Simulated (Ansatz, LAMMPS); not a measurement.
# Glassy 77SiO2-6B2O3-8CaO-8MgO (mol %) (142 atoms): support functions against a reference, part 3 of 3

Aim: test how closely localised support functions follow the reference on glassy 77SiO2-6B2O3-8CaO-8MgO (mol %) (142 atoms), and at what cost. A setting counts as converged where the r.m.s. difference of forces stays under 1 % of the r.m.s. force.

Ansatz 0.2.0; Kohn-Sham DFT, PBE, PAW (set soft_2), plane waves.

The cell: 37 Si, 6 B, 4 Ca, 4 Mg and 91 O. The quench rate of 30 K/ps far exceeds what a furnace or splat quench reaches. The network of bonds at the start is that of the classical potential that made the cell. The Brillouin zone is sampled at Γ only, in a cell whose shortest periodic width is 12 Å.

So far, density (g/cm³): step 10 (the reference in detail) 2.48.

### 11. Structure statistics

Bonds and neighbours are counted at the geometry of the runs.

Density 2.48 g/cm³, 13.27 Å³ an atom.

g(r), total and by pair (bins of 0.2 Å):

```csv
r (Å),total,O-O,O-Si,O-B,O-Ca,O-Mg,Si-Si
1.30,0.28,0.00,0.00,5.10,0.00,0.00,0.00
1.50,1.27,0.00,2.33,8.98,0.00,0.00,0.00
1.70,3.37,0.00,10.10,0.00,0.00,0.00,0.00
1.90,0.14,0.00,0.00,0.00,0.00,3.81,0.00
2.10,0.13,0.00,0.00,0.00,0.00,3.72,0.00
2.30,0.24,0.45,0.00,0.00,1.11,0.40,0.00
2.50,1.01,2.01,0.00,0.00,4.26,0.69,0.00
2.70,1.80,3.95,0.06,0.18,1.14,0.55,0.14
2.90,0.79,1.04,0.15,0.34,0.73,0.23,1.90
3.10,0.85,0.56,0.50,0.85,0.42,0.86,3.75
3.30,0.87,0.78,0.91,1.02,0.18,0.36,0.93
3.50,0.86,0.68,1.03,1.47,1.01,1.38,0.17
3.70,0.95,0.58,1.43,1.31,0.61,1.50,0.16
3.90,1.07,0.56,1.69,1.80,1.35,1.08,0.72
4.10,1.21,0.76,1.91,1.54,1.09,0.85,0.71
4.30,1.06,0.88,1.41,0.60,0.99,1.22,1.30
4.50,1.02,1.08,0.85,0.41,1.23,2.34,1.29
4.70,0.91,1.13,0.55,0.62,1.02,1.41,1.29
4.90,1.02,1.46,0.61,0.63,1.20,0.52,0.96
5.10,1.09,1.42,0.69,0.95,1.27,0.63,1.39
5.30,1.05,1.21,0.85,0.98,0.95,0.81,1.01
5.50,0.87,0.80,0.90,0.95,0.89,0.95,1.05
5.70,0.98,0.89,1.06,1.52,0.38,0.76,0.78
5.90,0.99,0.91,1.12,1.23,0.47,1.13,0.88
6.10,0.96,0.71,1.28,0.89,1.61,1.11,0.65
```

Bonds by pair of elements; cutoffs follow the first minimum of g(r), held within bounds set by covalent radii, and pairs that aren't listed don't count as bonded:

```csv
pair A-B,cutoff (Å),bonds,mean length (Å),spread (Å),shortest (Å),B about A,A about B
O-Si,2.08,148,1.63,0.032,1.57,1.63,4
O-B,1.83,21,1.44,0.043,1.38,0.231,3.5
O-Ca,3.22,25,2.62,0.221,2.31,0.275,6.25
O-Mg,2.42,16,2.05,0.107,1.90,0.176,4
```

How many atoms have how many bonded neighbours:

```
element  mean   2   3   4  5  6  7
      B   3.5   0   3   3  0  0  0
     Ca  6.25   0   0   0  1  1  2
     Mg     4   0   1   2  1  0  0
      O  2.31  63  28   0  0  0  0
     Si     4   0   0  37  0  0  0
```

Oxygen atoms by the number of network formers (Si, P, Ge, B, Al, As, Ga) bound to them:

```
network formers bound to O  O atoms  per cent
                         0        0         0
                         1       13      14.3
                         2       78      85.7
```

Network units: each former by its oxygen neighbours and how many of them bridge to another former:

```
former  O neighbours  bridging O  atoms
    Si             4           2      1
    Si             4           3     10
    Si             4           4     26
     B             3           2      1
     B             3           3      2
     B             4           4      3
```

Rings of the network by King's shortest-path rule, up to 12 atoms, one path for each pair of neighbours; H, halogens, alkali and alkaline-earth atoms are left out:

| ring size (atoms) | rings | per network atom |
| --- | --- | --- |
| 6 | 2 | 0.015 |
| 8 | 9 | 0.067 |
| 10 | 7 | 0.052 |
| 12 | 12 | 0.09 |

First main peaks of g(r), for some of the pairs, lie near 2.6 Å (O-O), 1.6 Å (O-Si), 1.4 Å (O-B), 2.5 Å (O-Ca), 2.0 Å (O-Mg) and 3.1 Å (Si-Si). Counting bonds as in the table, 50 % of B atoms have 3 and as many 4, 50 % of Ca atoms have 7, 50 % of Mg atoms have 4 and 69 % of O atoms have 2 bonded neighbours. 86 % of the oxygens bridge two formers and 14 % are non-bridging. The commonest Si unit has 4 oxygens, 4 of them shared with other formers (26 of 37 atoms). Rings of 12 atoms are the most common (40 % of those counted); sizes run from 6 to 12, where the search stops.

The surroundings of Si11, which bears the longest force, nearest first, numbered as they follow in the input and with coordinates relative to it.

```
atom      x      y      z  distance (Å)  bonds  Löwdin charge (e)     Fx     Fy  Fz (eV/Å)
Si11   0.00   0.00   0.00          0.00      4               1.70  -3.40  -1.98      -1.90
O140   0.29   0.46   1.48          1.57      2              -0.79   0.48   1.23       2.16
 O82   1.20   0.29  -1.04          1.61      2              -0.79   1.03   0.93      -1.33
O135  -1.50   0.37  -0.55          1.64      2              -0.97   1.88  -0.60       0.68
 O59   0.03  -1.66   0.15          1.67      2              -0.80   0.01  -0.29      -0.18
Mg50  -2.97   0.10   0.74          3.07      4               1.65   0.86   1.65      -0.32
Si12   0.47  -2.96   0.97          3.15      4               1.78   0.20  -0.99      -0.70
Si19   0.75   0.91   2.96          3.19      4               1.77  -1.44  -0.72      -1.11
Si29   2.22   0.10  -2.30          3.20      4               1.75  -0.41  -1.32       0.14
 O74  -0.64   2.39  -2.13          3.26      2              -0.78   1.54  -0.73      -0.24
O106   3.23   0.47   0.79          3.36      2              -0.81  -0.46  -0.72       0.02
O107  -2.35   1.44   1.92          3.36      2              -1.01  -0.19   0.32       0.18
```

### 12. Outcome

```
free energy per atom                             : -642.2854 eV/atom
pressure                                         : 1.021 GPa
r.m.s. force component                           : 1.116 eV/Å
gap (highest filled to lowest empty level) : 2.472 eV
wall time of the 5 DFT runs                      : 11 min
```

**Reading.** Against plane waves at 420 eV, the forces differ by 0.87 meV/Å (0.078 %) with support functions medium. At 142 atoms the fastest of the runs at a preset level, support functions low, takes roughly 3.5 times the time of plane waves (whose run also made extra analyses), in 13 SCF cycles against 10. Differences between support functions and plane waves include what basis error the plane-wave run still has. The force difference hardly changes among these support-function runs, which points to the basis of the plane-wave reference as its main source.

The highest filled and lowest empty levels differ by 2.47 eV (at Γ alone); a semilocal functional tends to put such gaps too low. In a disordered cell it changes from sample to sample, and tail or defect levels can set it. Counting bonds as in the table, 50 % of B atoms have 3 and as many 4, 50 % of Ca atoms have 7, 50 % of Mg atoms have 4 and 69 % of O atoms have 2 bonded neighbours. 86 % of the oxygens bridge two formers and 14 % are non-bridging.

Caveats: The force components of 1.1 eV/Å r.m.s. reflect the temperature of the frame as well as the gap between the generating potential and DFT. The pressure of a single frame lacks the kinetic term.

[Long decimals in the printed logs are rounded to 6 places.]

[Logs are printed without paths, hosts, clocks, repeated set-up lines and the standing remarks that a program may print on its own settings, such as how far it seeks lower states.]

[Hosts, paths, dates, database ids (printed as entryN), source tags and the programs' standing remarks are cut or masked in the printed files.]
